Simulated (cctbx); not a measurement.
# Which space group?

Cell: a = 6.2260 Å, b = 6.2260 Å, c = 32.3650 Å, α = 90.00°, β = 90.00°, γ = 120.00°. Expected content of the cell: Ga12 P36 C18.

The data are simulated with cctbx, not measured: Cu Kα, λ = 1.54184 Å, to d = 0.83 Å, 50 % of the full sphere, strongest reflection 20000 counts, noise from counting, a 4 % proportional error and a noise floor of 8 counts (s.d.); no absorption.

Tests on the unmerged data give:

```text
3972 reflections to d = 0.831 A
centring   violations  <I/sigma> of those
    A        431 of  1974      3.6
    B        461 of  2001      3.8
    C        482 of  1997      3.8
    I        425 of  1949      3.6
    R          0 of  2646     -0.0
    F        687 of  2986      3.8
Laue class    unique    Rint  (classes that these axes allow; Friedel mates merged)
R -3 :H           447   0.034
R -3 m :H         290   0.037
space group    extra absences  I>4sigma  <I/sigma>
R 3 2 :H                0          0         -  acentric
R 3 m :H                0          0         -  acentric
R 3 c :H              191          0      -0.1  acentric
R -3 m :H               0          0         -  centric
R -3 c :H             191          0      -0.1  centric
Wilson B = 1.21 A^2   <|E^2-1|> = 0.909 (0.968 centric, 0.736 acentric)   E^2>4: 2.0 %
shell (A)         n   <I/sigma>
10.79 - 1.66     46     21.8
 1.66 - 1.32     38     23.3
 1.32 - 1.15     37     18.2
 1.15 - 1.05     32     23.6
 1.05 - 0.97     39     21.2
 0.97 - 0.91     28     22.5
 0.91 - 0.87     36     20.5
 0.87 - 0.83     34     15.2
```

Q: Read the symmetry from these tables.

The reflections that R centring forbids are absent (⟨I/σ⟩ near 0), so the lattice is R.

Rint stays low (0.034 to 0.037) up to R -3 m :H, the highest class in these axes.

5 settings pass the absence test. The most absences obeyed, 191, belong to R 3 c and R -3 c, which absences can't tell apart.

⟨|E²−1|⟩ = 0.909 leans to a centrosymmetric structure. The Wilson B of 1.21 Å² means U ≈ 0.0153 Å².

The true group is R-3c (no. 167), Laue class -3m, centrosymmetric. The tables only narrow the choice to the tied entries; cell content, site symmetry and trial solutions must settle it.

The model is made up (kin elements in a known structure type, no relaxation), so it says nothing on whether the phase exists.

[Logs are printed without paths, hosts, clocks, repeated set-up lines and the standing remarks that a program may print on its own settings, such as how far it seeks lower states.]
